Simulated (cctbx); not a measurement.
**Solving a structure by charge flipping**

Cell a = 6.0910 Å, b = 6.0910 Å, c = 6.0910 Å, α = 90.00°, β = 90.00°, γ = 90.00°; space group Fm-3m (no. 225); content Os12 Al4.

The data are simulated with cctbx, not measured: Mo Kα, λ = 0.71073 Å, to d = 0.75 Å, 70 % of the full sphere, strongest reflection 70000 counts, noise from counting, a 4 % proportional error and a noise floor of 4 counts (s.d.); no absorption, and some extinction, which the refinements don't model.

Charge flipping in P1 on normalised amplitudes to 0.75 Å, δ = 1.2 σ, 30 % of the reflections treated as weak, 300 cycles:

```text
cycle      R  skewness
    0  0.455     0.21
   25  0.275     3.07
   50  0.268     2.92
   75  0.263     2.80
  100  0.258     3.01
  125  0.255     2.88
  150  0.269     2.86
  175  0.252     2.82
  200  0.261     3.04
  225  0.266     2.86
  250  0.279     2.90
  275  0.258     2.76
origin shift          correlation  skewness
 0.070  0.144  0.168      0.971      0.60
 0.404  0.127  0.063      0.902      0.27
 0.402  0.310  0.038      0.965      0.40
 0.321  0.393  0.418      0.973      0.46
taken: symmetry correlation 0.971, skewness 0.60
peak      x       y       z  mult  height/sigma
Q1    0.0000  0.0000  0.0000    4      7.5
Q2    0.2500  0.2500  0.2500    8      4.3
Q3    0.0000  0.0000  0.5000    4      3.7
Q4    0.0000  0.1153  0.2686   96      3.2
Q5    0.0918  0.2500  0.2500   48      1.3
Q6    0.1382  0.1382  0.1382   32     -0.3
```

The origin is taken among those within 0.04 of the best correlation, by the skewness of the map.

It took 1.5 s on 1 thread of Arm Neoverse N1, with other jobs on the host, peak memory 0.07 GiB.

**Question.** Which peaks are atoms, and which elements?

Heights go roughly as Z and multiplicities must add up to the content. First model: Q1 = Os1 (4 in the cell, height 7.5), Q2 = Os2 (8 in the cell, height 4.3) and Q3 = Al1 (4 in the cell, height 3.7). Against the true structure, Q1 is Os, Q2 is Os and Q3 is Al; the other peaks are not atoms.

Least squares on F², isotropic:

```text
Rint 0.027, 26 unique reflections to 0.76 A
cycle     R1     wR2    GooF  max shift (A)
   1  0.1387  0.2998  26.496   0.00000
   2  0.0064  0.0125   1.101   0.00000
final R1 0.0064 wR2 0.0125 GooF 1.101  parameters 3  data/parameter 8.7
atom        x        y        z      Ueq    occ   su(xyz)  su(Uiso or U11)
Os1    0.00000  0.00000  0.00000   0.0074  1.000  0.00000  0.0002
Os2    0.25000  0.25000  0.25000   0.0023  1.000  0.00000  0.0002
Al1    0.00000  0.00000  0.50000   0.0091  1.000  0.00000  0.0009
difference map: max 0.48 min -0.87 rms 0.22
Q1    0.0000  0.0000  0.2358   24    0.50  1.44 A from Os1
Q2    0.1372  0.1372  0.1372   32    0.39  1.19 A from Os2
Q3    0.0000  0.1315  0.2371   96    0.37  1.65 A from Os1
Q4    0.1536  0.1536  0.3464   32    0.32  1.02 A from Os2
Q5    0.2500  0.2500  0.2500    8   -0.69  0.00 A from Os2
```

Anisotropic refinement:

```text
Rint 0.027, 26 unique reflections to 0.76 A
cycle     R1     wR2    GooF  max shift (A)
   1  0.0103  0.0265   2.342   0.00000
   2  0.0064  0.0125   1.101   0.00000
final R1 0.0064 wR2 0.0125 GooF 1.101  parameters 3  data/parameter 8.7
atom        x        y        z      Ueq    occ   su(xyz)  su(Uiso or U11)
Os1    0.00000  0.00000  0.00000   0.0074  1.000  0.00000  0.0002
Os2    0.25000  0.25000  0.25000   0.0023  1.000  0.00000  0.0002
Al1    0.00000  0.00000  0.50000   0.0091  1.000  0.00000  0.0009
difference map: max 0.48 min -0.87 rms 0.22
Q1    0.0000  0.0000  0.2358   24    0.50  1.44 A from Os1
Q2    0.1372  0.1372  0.1372   32    0.39  1.19 A from Os2
Q3    0.0000  0.1315  0.2371   96    0.37  1.65 A from Os1
Q4    0.1536  0.1536  0.3464   32    0.32  1.02 A from Os2
Q5    0.2500  0.2500  0.2500    8   -0.69  0.00 A from Os2
Q6    0.0000  0.0000  0.5000    4   -0.83  0.00 A from Al1
```

**Reading.** The refinement ends at R1 = 0.0064, wR2 = 0.0125, GooF = 1.10, with difference density between -0.87 and 0.48 e/Å³. Every site matches the true model in element, within 0.001 Å r.m.s., up to an allowed shift of origin.

True model:

```
atom  mult.    x    y    z  Ueq (Å²)
 Os1      8  1/4  1/4  3/4    0.0024
 Os2      4  1/2    0    0    0.0075
 Al1      4    0    0    0    0.0062
```

The model was made for the exercise: a known structure type with other elements put in, its volume estimated, not relaxed; displacement parameters are assumed.

[Middle refinement cycles are left out of these outputs.]

[Logs are printed without paths, hosts, clocks, repeated set-up lines and the standing remarks that a program may print on its own settings, such as how far it seeks lower states.]
